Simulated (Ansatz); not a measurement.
# What WS2 monolayer (1T) distorts into, part 2 of 3

Wanted: the energy along a soft mode of WS2 monolayer (1T) and the structure at the end.

Ansatz 0.2.0; DFT PBEsol, scalar-relativistic, plane waves, PAW; PAW set soft_1.

So far, highest frequency on the path or at a solved wavevector (cm⁻¹): step 2 (response at finite wavevector) 387. Also lowest frequency on the path (cm⁻¹): step 2 -212.

## Step 6: Relaxing from the distorted cell

Starting from the lowest point found, all atoms and the cell are let go, so that strain and other modes of the same symmetry can join in.

Contents of input.yaml:

```yaml
crystal:
  lattice:
    - [4.7179496554, 2.7239095036, 0.0]
    - [0.0, 5.4478190071, 0.0]
    - [0.0, 0.0, 29.504]
  atoms:
    - { symbol: W, position: [1.5264e-06, 0.0403822033, 0.3389370976] }
    - { symbol: W, position: [0.2929511974, 0.3333338569, 0.3389370976] }
    - { symbol: W, position: [0.7070502059, 0.6262839398, 0.3389370847] }
    - { symbol: S, position: [1.0000002028, 0.3333333057, 0.398440511] }
    - { symbol: S, position: [0.3333332668, 0.6666669779, 0.3900226337] }
    - { symbol: S, position: [0.6666665305, 0.9999997164, 0.3900229549] }
    - { symbol: S, position: [0.3430407592, -0.009707092, 0.2850455346] }
    - { symbol: S, position: [0.6569594659, 0.3333335949, 0.2850454886] }
    - { symbol: S, position: [-2.252e-07, 0.6763738492, 0.2850456404] }
  periodic: [true, true, false]
kpoints:
  mp_grid: { grid: [9, 9, 1] }
hamiltonian:
  xc: pbesol
  pseudopotentials: { kind: paw, azcp: { folder: soft_1 }, xc_functional: pbe }
scf:
  occupations: { method: methfessel_paxton, width: 0.2 }
output:
  forces: true
  stress: true
  eigenvalues: true
  write_density: true
  write_potential: true
  elf: true
  volumetric_format: npy
relax:
  adjacent_minimum: "off"
  f_tol: 0.002
  max_steps: 120
  cell: { stress_2d_tol: 0.005 }
```

Command:

```bash
$ ansatz run input.yaml --threads 4 --pin off --max-ram 16384MiB --backend cpu --events-out ev --progress --plain --runs-dir out
```

Numbers of over 12 decimals in the logs are rounded to 6 here.

What it wrote:

```text
[...]
Crystal: 9 atoms, lattice volume = 758.328 Å³
Basis set: ecut = 420 eV, 14757 PW (Γ), exchange–correlation on 80×80×400 points (8 copies of the dense FFT grid, shifted against one another)
Bands: 48, of which v1, the nominal top of the filled ones, is band 39 counted from 1 (38 counted from 0)
Symmetry: 6 space group operations
[...]
k-points: 12 of 81 (time reversal used)
[...]
SCF iter   1: F=—  HF=-36089.509156 eV  |F-HF|=—  |Δ(HF+E_count)|=         —  Δρ=2.27e-2  dr2=4.82e0  ethr=3.10e-3  ⟨swp⟩=15.8  Hψ=4319  notcnv=0
[...]
SCF iter  11: F=-36087.866429 eV  HF=-36087.866429 eV  |F-HF|=2.46e-8  |Δ(HF+E_count)|=   4.74e-9  S|Δr|=    0.00e0  Δρ=1.64e-6  dr2=3.36e-8  ethr=1.28e-10  ⟨swp⟩=33.0  Hψ=7812  notcnv=0
SCF 1 converged in 11 iterations: F = -36087.866429 eV  dr2 = 3.36e-8
[...]
relax step   1: F+E_penalty+E_count = -36087.86642857 eV  Δ(F+E_penalty+E_count) = +0.000e0 eV  max|allowed force component| = 4.228e-1 eV/Å  Δτ_max = 0.0000 Å  P = +3.382 N/m  Ω = 758.328 Å³  fix = [c, alpha, beta]  reactions: c +0.000 N/m  (11 SCF iters, dr2 threshold 1.00e-7 eV, accepted)
Crystal: 9 atoms, lattice volume = 822.839 Å³
Basis set: ecut = 420 eV, 16155 PW (Γ), exchange–correlation on 80×80×400 points (8 copies of the dense FFT grid, shifted against one another)
[...]
iter 1 solved again at ethr=1.70e-4 eV; its pass at ethr=3.10e-3 eV (dr2=1.33e-1 eV) is discarded
[...]
SCF iter   9: F=-36087.988873 eV  HF=-36087.988873 eV  |F-HF|=3.48e-8  |Δ(HF+E_count)|=   7.23e-8  S|Δr|=    0.00e0  Δρ=2.40e-6  dr2=6.08e-8  ethr=1.15e-9  ⟨swp⟩=26.8  Hψ=7741  notcnv=0
WARN: on these k-points the computed levels leave a gap of 0.7562 eV at the electron count, 3.8 widths of the methfessel_paxton smearing (0.2000 eV); against the step filling of these same bands (every level under the gap full, every level over it empty) smearing changes F+E_penalty+E_count by +0.380 meV and its σ→0 estimate by -0.552 meV; at least one of the two is larger in size than the energy tolerance (0.100 meV [...]
SCF 2 converged in 9 iterations: F = -36087.988873 eV  dr2 = 6.08e-8
[...]
relax step   2: F+E_penalty+E_count = -36087.98887270 eV  Δ(F+E_penalty+E_count) = -1.224e-1 eV  max|allowed force component| = 8.823e-1 eV/Å  Δτ_max = 0.1086 Å  P = -1.449 N/m  Ω = 822.839 Å³  energy of the carried Pulay correction = -4.008e-3 eV  fix = [c, alpha, beta]  reactions: c -0.000 N/m  (9 SCF iters, dr2 threshold 9.00e-7 eV, accepted)
Crystal: 9 atoms, lattice volume = 805.007 Å³
Basis set: ecut = 420 eV, 15771 PW (Γ), exchange–correlation on 80×80×400 points (8 copies of the dense FFT grid, shifted against one another)
[...]
SCF iter   9: F=-36088.072771 eV  HF=-36088.072771 eV  |F-HF|=7.37e-9  |Δ(HF+E_count)|=   4.72e-8  S|Δr|=    0.00e0  Δρ=1.18e-6  dr2=2.44e-8  ethr=1.15e-9  ⟨swp⟩=26.6  Hψ=7653  notcnv=0
[...]
SCF 3 converged in 9 iterations: F = -36088.072771 eV  dr2 = 2.44e-8
relax step   3: F+E_penalty+E_count = -36088.07277081 eV  Δ(F+E_penalty+E_count) = -8.390e-2 eV  max|allowed force component| = 2.965e-1 eV/Å  Δτ_max = 0.0311 Å  P = -0.144 N/m  Ω = 805.007 Å³  energy of the carried Pulay correction = -2.933e-3 eV  fix = [c, alpha, beta]  reactions: c -0.000 N/m  (9 SCF iters, dr2 threshold 9.00e-7 eV, accepted)
[... from here on, the SCF cycles and remarks between the steps are left out ...]
relax step   4: F+E_penalty+E_count = -36088.07944956 eV  Δ(F+E_penalty+E_count) = -6.679e-3 eV  max|allowed force component| = 3.468e-2 eV/Å  Δτ_max = 0.0149 Å  P = -0.026 N/m  Ω = 807.651 Å³  energy of the carried Pulay correction = -3.094e-3 eV  fix = [c, alpha, beta]  reactions: c -0.000 N/m  (7 SCF iters, dr2 threshold 9.00e-7 eV, accepted)
relax step   5: F+E_penalty+E_count = -36088.07934334 eV  Δ(F+E_penalty+E_count) = +1.062e-4 eV  max|allowed force component| = 8.397e-2 eV/Å  Δτ_max = 0.0063 Å  P = -0.037 N/m  Ω = 807.806 Å³  energy of the carried Pulay correction = -3.103e-3 eV  fix = [c, alpha, beta]  (6 SCF iters, dr2 threshold 7.52e-8 eV, rejected (line search))
relax step   6: F+E_penalty+E_count = -36088.07954176 eV  Δ(F+E_penalty+E_count) = -9.220e-5 eV  max|allowed force component| = 2.916e-3 eV/Å  Δτ_max = 0.0024 Å  P = +0.011 N/m  Ω = 807.686 Å³  energy of the carried Pulay correction = -3.096e-3 eV  fix = [c, alpha, beta]  reactions: c +0.000 N/m  (11 SCF iters, accepted)
relax step   7: F+E_penalty+E_count = -36088.07953715 eV  Δ(F+E_penalty+E_count) = +4.610e-6 eV  max|allowed force component| = 2.564e-3 eV/Å  Δτ_max = 0.0003 Å  P = -0.008 N/m  Ω = 807.772 Å³  energy of the carried Pulay correction = -3.101e-3 eV  fix = [c, alpha, beta]  reactions: c -0.000 N/m  (6 SCF iters, dr2 threshold 5.32e-10 eV, accepted)
relax step   8: F+E_penalty+E_count = -36088.07954087 eV  Δ(F+E_penalty+E_count) = -3.725e-6 eV  max|allowed force component| = 5.307e-5 eV/Å  Δτ_max = 0.0001 Å  P = +0.000 N/m  Ω = 807.727 Å³  energy of the carried Pulay correction = -3.099e-3 eV  fix = [c, alpha, beta]  reactions: c +0.000 N/m  (6 SCF iters, dr2 threshold 4.11e-10 eV, accepted)
relax step   9: F+E_penalty+E_count = -36088.08319596 eV  Δ(F+E_penalty+E_count) = -3.655e-3 eV  max|allowed force component| = 9.047e-4 eV/Å  Δτ_max = 0.0000 Å  P = +0.009 N/m  Ω = 807.727 Å³  fix = [c, alpha, beta]  reactions: c +0.000 N/m  stress off target by 9.21e-3 N/m on what of the cell is left free  SCF on the basis re-selected at this cell (its energy is not comparable with the rows above)  (11 SCF iters)
relax step  10: F+E_penalty+E_count = -36088.08318775 eV  Δ(F+E_penalty+E_count) = +8.209e-6 eV  max|allowed force component| = 2.319e-4 eV/Å  Δτ_max = 0.0003 Å  P = -0.001 N/m  Ω = 807.894 Å³  energy of the carried Pulay correction = -9.910e-6 eV  fix = [c, alpha, beta]  reactions: c -0.000 N/m  (8 SCF iters, dr2 threshold 1.19e-10 eV, accepted)
[...]
SCF iter   1: F=—  HF=-36088.083371 eV  |F-HF|=—  |Δ(HF+E_count)|=         —  Δρ=9.99e-7  dr2=1.49e-8  ethr=6.60e-7  ⟨swp⟩=6.9  Hψ=7209  notcnv=0
eigensolver tolerance schedule: the retry pair's looser diagonalisation over-reported the residual by 34656.00 of it (diagonalisation noise at an unbounded share of the residual, at the tolerance the schedule requests for it); recorded, not acted on — ethr = c·dr2/N_el stays at c = 1.0e-1
SCF iter   2: F=—  HF=-36088.083197 eV  |F-HF|=—  |Δ(HF+E_count)|=   1.75e-4  S|Δr|=    0.00e0  Δρ=9.47e-7  dr2=2.73e-8  ethr=1.91e-11  ⟨swp⟩=7.2  Hψ=2906  notcnv=0
[...]
SCF iter  10: F=-36088.083197 eV  HF=-36088.083197 eV  |F-HF|=9.46e-11  |Δ(HF+E_count)|=  1.82e-10  S|Δr|=    0.00e0  Δρ=2.01e-9  dr2=1.09e-13  ethr=1.00e-12  ⟨swp⟩=12.7  Hψ=4321  notcnv=0
[...]
SCF 11 converged in 10 iterations: F = -36088.083197 eV  dr2 = 1.09e-13
relax step  11: F+E_penalty+E_count = -36088.08319666 eV  Δ(F+E_penalty+E_count) = -8.910e-6 eV  max|allowed force component| = 2.314e-4 eV/Å  Δτ_max = 0.0000 Å  P = -0.001 N/m  Ω = 807.894 Å³  fix = [c, alpha, beta]  reactions: c -0.000 N/m  stress off target by 8.68e-4 N/m on what of the cell is left free  SCF on the basis re-selected at this cell (its energy is not comparable with the rows above)  (10 SCF iters)
[...]
SCF converged after 10 iterations
[...]
Free energy (F): -36088.083197 eV
[...]
Internal energy: -36088.085848 eV  (E = F + TS)
E sigma→0 (E₀):  -36088.083859 eV
Entropy (-TS):   0.002651 eV (0.295 meV/atom)
Fermi energy:    -5.291472 eV
[...]
--- Forces (eV/Å), atoms counted from 1 ---
  atom   1  W     -0.00000000     0.00010526    -0.00011442
  atom   2  W     -0.00009116    -0.00005263    -0.00011442
  atom   3  W      0.00009116    -0.00005263    -0.00011442
  atom   4  S      0.00000000     0.00000000     0.00017943
  atom   5  S      0.00000000     0.00000000     0.00023144
  atom   6  S     -0.00000000    -0.00000000     0.00023144
  atom   7  S      0.00011018    -0.00006361    -0.00009970
  atom   8  S     -0.00011018    -0.00006361    -0.00009970
  atom   9  S     -0.00000000     0.00012722    -0.00009970
  max |Σ_I F_I| component: 5.13e-8 eV/Å
--- 2D stress c σ (N/m, compression-positive) ---
       -0.000868       0.000000       0.000000
        0.000000      -0.000868      -0.000000
        0.000000      -0.000000      -0.000000
  P = ½ c Tr σ = -0.0009 N/m
--- Band table (eV; the first three rows and the last of 12) ---
  k-point 0: bands = [... 35 lower, -6.0913, -6.0913, -5.8111, -5.8111, -4.9227, -4.7228, -4.7228, -3.2058, ... 5 higher]
  k-point 1: bands = [... 35 lower, -6.4014, -6.2336, -5.9079, -5.7366, -4.8792, -4.6179, -4.5474, -3.1157, ... 5 higher]
  k-point 2: bands = [... 35 lower, -6.7929, -6.3975, -5.9714, -5.7002, -4.8297, -4.4478, -4.2935, -2.9927, ... 5 higher]
  k-point 11: bands = [... 35 lower, -7.2989, -7.0052, -6.4564, -6.4564, -4.7018, -4.2550, -4.2550, -2.7154, ... 5 higher]
--- Relaxed structure (9 steps of the walk, 8 accepted, 2 SCFs on fresh bases) ---
  F+E_penalty+E_count = -36088.08319666 eV   max|allowed force component| = 2.314e-4 eV/Å   (the final SCF, on the basis selected at the relaxed cell)
  cell:  # Å, volume = 807.8941 Å³
    - [4.869699, 2.811522, 0]
    - [-2.9795918414070387e-11, 5.623044, 0]
    - [0, 0, 29.504]
  atoms:
    - { symbol: W, position: [1.3714633152578414e-17, 0.045849, 0.339041] }
    - { symbol: W, position: [0.287484, 0.333333, 0.339041] }
    - { symbol: W, position: [0.712516, 0.620818, 0.339041] }
    - { symbol: S, position: [1.0, 0.333333, 0.397253] }
    - { symbol: S, position: [0.333333, 0.666667, 0.387130] }
    - { symbol: S, position: [0.666667, 1.0, 0.387130] }
    - { symbol: S, position: [0.343894, -0.010560, 0.287266] }
    - { symbol: S, position: [0.656106, 0.333333, 0.287266] }
    - { symbol: S, position: [-3.6169854797529363e-17, 0.677227, 0.287266] }
```

It took 3.2 min on 4 threads of Arm Neoverse V1, shared host; peak memory 1.4 GiB; 12 min of CPU time.

Relaxation path:

```tsv
step	energy less that of the first step (eV)	largest force component (eV/Å)	volume (Å³)
1	0.0000	0.4228	758.33
2	-0.1224	0.8823	822.84
3	-0.2063	0.2965	805.01
4	-0.2130	0.0347	807.65
5	-0.2129	0.0840	807.81
6	-0.2131	0.0029	807.69
7	-0.2131	0.0026	807.77
8	-0.2131	0.0001	807.73
9*	-0.2168	0.0009	807.73
10	-0.2168	0.0002	807.89
11*	-0.2168	0.0002	807.89
```

Relaxation steps marked * repeat the geometry before them on a plane-wave basis chosen anew for their cell, so energy and pressure can jump there. Relaxation step 5 was tried and not accepted.

The run keeps the 6 symmetry operations that it works with, so distortions that break them were not tested.

```tsv
cell as run	before	after	change
a (Å)	5.448	5.623	+3.2 %
b (Å)	5.448	5.623	+3.2 %
```

The atoms that moved most (Å, along periodic axes as changes of fractional coordinates times the final cell, across vacuum about the mean position):

```tsv
atom	dx	dy	dz	length
S6	0.000	0.000	-0.085	0.085
S5	0.000	0.000	-0.085	0.085
S8	-0.004	-0.002	0.066	0.066
S7	0.004	-0.002	0.066	0.066
S9	0.000	0.005	0.066	0.066
S4	0.000	0.000	-0.035	0.035
W2	-0.027	-0.015	0.003	0.031
W1	0.000	0.031	0.003	0.031
```

This step gave:

```
gap on the k-mesh : 0.7775 eV
area per atom     : 3.043 Å²
```

Electrostatic potential energy in the ac plane at fractional y = 0.333, with atoms of W and S within 0.2 Å of it. With pseudopotentials it is smooth inside the atoms' cores, unlike the true potential.

Values in eV, 24 rows by 16 columns, each cell a mean:
```
  0   0   0   0   0   0   0   0   0   0   0   0   0   0   0   0
  0   0   0   0   0   0   0   0   0   0   0   0   0   0   0   0
  0   0   0   0   0   0   0   0   0   0   0   0   0   0   0   0
  0   0   0   0   0   0   0   0   0   0   0   0   0   0   0   0
  0   0   0   0   0   0   0   0   0   0   0   0   0   0   0   0
  0   0   0   0   0   0   0   0   0   0   0   0   0   0   0   0
  0   0   0   0   0   0   0   0   0   0   0   0   0   0   0   0
  0   0   0   0   0   0   0   0   0   0   0   0   0   0   0   0
  0   0   0   0   0   0   0   0   0   0   0   0   0   0   0   0
  0   0   0   0   0   0   0   0   0   0   0   0   0   0   0   0
  0   0   0   0   0   0   0   0   0   0   0   0   0   0   0   0
  0   0   0   0   0   0   0   0   0   0   0   0   0   0   0   0
  0   0   0   0   0   0   0   0   0   0   0   0   0   0   0   0
-13  -9  -4  -1   0   0   0   0   0   0   0   0  -1  -2  -6 -12
-36 -34 -20  -8  -6  -6  -4  -3  -2  -2  -1  -2  -3 -10 -28 -36
-10 -12 -25 -33 -35 -35 -32 -20  -8  -4  -3  -4  -6  -8  -9  -9
 -4  -6 -13 -21 -24 -24 -20 -13 -15 -23 -26 -26 -20 -10  -6  -4
 -1  -1  -2  -2  -2  -2  -2  -4 -12 -23 -27 -26 -19  -8  -3  -1
  0   0   0   0   0   0   0   0   0  -1  -1  -1  -1  -1   0   0
  0   0   0   0   0   0   0   0   0   0   0   0   0   0   0   0
  0   0   0   0   0   0   0   0   0   0   0   0   0   0   0   0
  0   0   0   0   0   0   0   0   0   0   0   0   0   0   0   0
  0   0   0   0   0   0   0   0   0   0   0   0   0   0   0   0
  0   0   0   0   0   0   0   0   0   0   0   0   0   0   0   0
```
Columns run along a (5.6 Å; values clipped at the 3rd and 97th percentile), rows up along c (29.5 Å). Atoms in or near the plane, at fractional coordinates: W at (0.29, 0.34), S at (0.00, 0.40), S at (0.66, 0.29).

Valence density in the ac plane at fractional y = 0.333, with atoms of W and S within 0.2 Å of it. It is the smooth field of the valence electrons, not physical close to the nuclei.

Ten steps, logarithmic in the rise over the least value, from '0' (0.0 e/Å³) to '9' (4.3 e/Å³), each cell a mean:
```
0000000000000000
0000000000000000
0000000000000000
0000000000000000
0000000000000000
0000000000000000
0000000000000000
0000000000000000
0000000000000000
0000000000000000
0000000000000000
0000000000000000
0000000000000000
5432100000001245
6665433322223566
5579998643334555
3357886556666543
1122222356665421
0000000001111000
0000000000000000
0000000000000000
0000000000000000
0000000000000000
0000000000000000
```
Columns run along a (5.6 Å), rows up along c (29.5 Å). Atoms in or near the plane, at fractional coordinates: W at (0.29, 0.34), S at (0.00, 0.40), S at (0.66, 0.29).

ELF in the ac plane at fractional y = 0.333, with atoms of W and S within 0.2 Å of it. It is the smooth field of the valence electrons, not physical close to the nuclei.

Values, 24 rows by 16 columns, each cell a mean:
```
0.00 0.00 0.00 0.00 0.00 0.00 0.00 0.00 0.00 0.00 0.00 0.00 0.00 0.00 0.00 0.00
0.00 0.00 0.00 0.00 0.00 0.00 0.00 0.00 0.00 0.00 0.00 0.00 0.00 0.00 0.00 0.00
0.00 0.00 0.00 0.00 0.00 0.00 0.00 0.00 0.00 0.00 0.00 0.00 0.00 0.00 0.00 0.00
0.00 0.00 0.00 0.00 0.00 0.00 0.00 0.00 0.00 0.00 0.00 0.00 0.00 0.00 0.00 0.00
0.00 0.00 0.00 0.00 0.00 0.00 0.00 0.00 0.00 0.00 0.00 0.00 0.00 0.00 0.00 0.00
0.00 0.00 0.00 0.00 0.00 0.00 0.00 0.00 0.00 0.00 0.00 0.00 0.00 0.00 0.00 0.00
0.00 0.00 0.00 0.00 0.00 0.00 0.00 0.00 0.00 0.00 0.00 0.00 0.00 0.00 0.00 0.00
0.00 0.00 0.00 0.00 0.00 0.00 0.00 0.00 0.00 0.00 0.00 0.00 0.00 0.00 0.00 0.00
0.00 0.00 0.00 0.00 0.00 0.00 0.00 0.00 0.00 0.00 0.00 0.00 0.00 0.00 0.00 0.00
0.00 0.00 0.00 0.00 0.00 0.00 0.00 0.00 0.00 0.00 0.00 0.00 0.00 0.00 0.00 0.00
0.00 0.00 0.00 0.00 0.00 0.00 0.00 0.00 0.00 0.00 0.00 0.00 0.00 0.00 0.00 0.00
0.01 0.00 0.00 0.00 0.00 0.00 0.00 0.00 0.00 0.00 0.00 0.00 0.00 0.00 0.00 0.01
0.29 0.24 0.14 0.04 0.01 0.00 0.00 0.00 0.00 0.00 0.00 0.00 0.02 0.08 0.19 0.27
0.88 0.85 0.74 0.43 0.10 0.02 0.01 0.02 0.02 0.01 0.01 0.02 0.20 0.58 0.80 0.87
0.27 0.61 0.80 0.63 0.31 0.14 0.13 0.14 0.12 0.07 0.04 0.08 0.33 0.67 0.72 0.40
0.48 0.37 0.36 0.53 0.45 0.47 0.51 0.27 0.15 0.17 0.20 0.28 0.39 0.45 0.46 0.48
0.25 0.20 0.20 0.32 0.40 0.40 0.32 0.40 0.64 0.64 0.45 0.51 0.66 0.59 0.40 0.27
0.02 0.04 0.07 0.09 0.09 0.07 0.15 0.54 0.84 0.80 0.63 0.66 0.79 0.68 0.31 0.05
0.00 0.00 0.00 0.00 0.00 0.00 0.01 0.11 0.33 0.52 0.58 0.55 0.42 0.21 0.04 0.00
0.00 0.00 0.00 0.00 0.00 0.00 0.00 0.00 0.01 0.02 0.03 0.03 0.02 0.00 0.00 0.00
0.00 0.00 0.00 0.00 0.00 0.00 0.00 0.00 0.00 0.00 0.00 0.00 0.00 0.00 0.00 0.00
0.00 0.00 0.00 0.00 0.00 0.00 0.00 0.00 0.00 0.00 0.00 0.00 0.00 0.00 0.00 0.00
0.00 0.00 0.00 0.00 0.00 0.00 0.00 0.00 0.00 0.00 0.00 0.00 0.00 0.00 0.00 0.00
0.00 0.00 0.00 0.00 0.00 0.00 0.00 0.00 0.00 0.00 0.00 0.00 0.00 0.00 0.00 0.00
```
Columns run along a (5.6 Å), rows up along c (29.5 Å). Atoms in or near the plane, at fractional coordinates: W at (0.29, 0.34), S at (0.00, 0.40), S at (0.66, 0.29).

The distorted start has space group P31m; the relaxation ends in P31m.

## Step 7: The new phase in its own primitive cell

The relaxed structure is symmetrised, reduced to its primitive cell and relaxed tightly, as its phonons need.

Contents of input.yaml:

```yaml
crystal:
  lattice:
    - [4.8696985391, 2.8115217625, 0.0]
    - [0.0, 5.6230435249, 0.0]
    - [0.0, 0.0, 29.504]
  atoms:
    - { symbol: W, position: [0.0, 0.0458490754, 0.339040732] }
    - { symbol: W, position: [0.2874842579, 0.3333333333, 0.339040732] }
    - { symbol: W, position: [0.7125157421, 0.6208175913, 0.339040732] }
    - { symbol: S, position: [1.0, 0.3333333333, 0.3972532824] }
    - { symbol: S, position: [0.3333333333, 0.6666666667, 0.3871296288] }
    - { symbol: S, position: [0.6666666667, 1.0, 0.3871296288] }
    - { symbol: S, position: [0.3438937066, -0.0105603733, 0.2872664357] }
    - { symbol: S, position: [0.6561062934, 0.3333333333, 0.2872664357] }
    - { symbol: S, position: [0.0, 0.6772270399, 0.2872664357] }
  periodic: [true, true, false]
kpoints:
  mp_grid: { grid: [6, 6, 1] }
hamiltonian:
  xc: pbesol
  pseudopotentials: { kind: paw, azcp: { folder: soft_1 }, xc_functional: pbe }
scf:
  occupations: { method: fixed }
output:
  forces: true
  stress: true
  eigenvalues: true
relax:
  adjacent_minimum: "off"
  f_tol: 0.001
  max_steps: 60
  cell: { stress_2d_tol: 0.002 }
```

What it wrote:

```text
[...]
Crystal: 9 atoms, lattice volume = 807.894 Å³
Basis set: ecut = 420 eV, 15783 PW (Γ), exchange–correlation on 80×80×400 points (8 copies of the dense FFT grid, shifted against one another)
Bands: 48, of which v1, the nominal top of the filled ones, is band 39 counted from 1 (38 counted from 0)
Symmetry: 6 space group operations
[...]
k-points: 7 of 36 (time reversal used)
[...]
- { symbol: W, position: [0.287434, 0.333333, 0.339041] }
    - { symbol: W, position: [0.712566, 0.620767, 0.339041] }
    - { symbol: S, position: [1.0, 0.333333, 0.397257] }
    - { symbol: S, position: [0.333333, 0.666667, 0.387121] }
    - { symbol: S, position: [0.666667, 1.000000, 0.387121] }
    - { symbol: S, position: [0.343897, -0.010563, 0.287271] }
    - { symbol: S, position: [0.656103, 0.333333, 0.287271] }
    - { symbol: S, position: [0, 0.677230, 0.287271] }
[key lines of the parts left out:]
SCF converged after 11 iterations
Free energy (F): -36088.082311 eV
Fermi energy:    -5.704609 eV
P = ½ c Tr σ = 0.0000 N/m
```

Wall time 51 s (4 threads); peak memory 1.2 GiB; 3.3 min of CPU time.

Little changed from the start: no atom moved by 0.005 Å and no cell edge by 0.1 %.

Numbers from this step:

- gap on the k-mesh: 0.7815 eV
- direct gap on mesh: 0.8489 eV

The largest force component left is 0.054 meV/Å, within the tolerances set.

(Part 2 of 3 ends here.)

[Logs are printed without paths, hosts, clocks, repeated set-up lines and the standing remarks that a program may print on its own settings, such as how far it seeks lower states.]

[Hosts, paths, dates, database ids (printed as entryN), source tags and the programs' standing remarks are cut or masked in the printed files.]
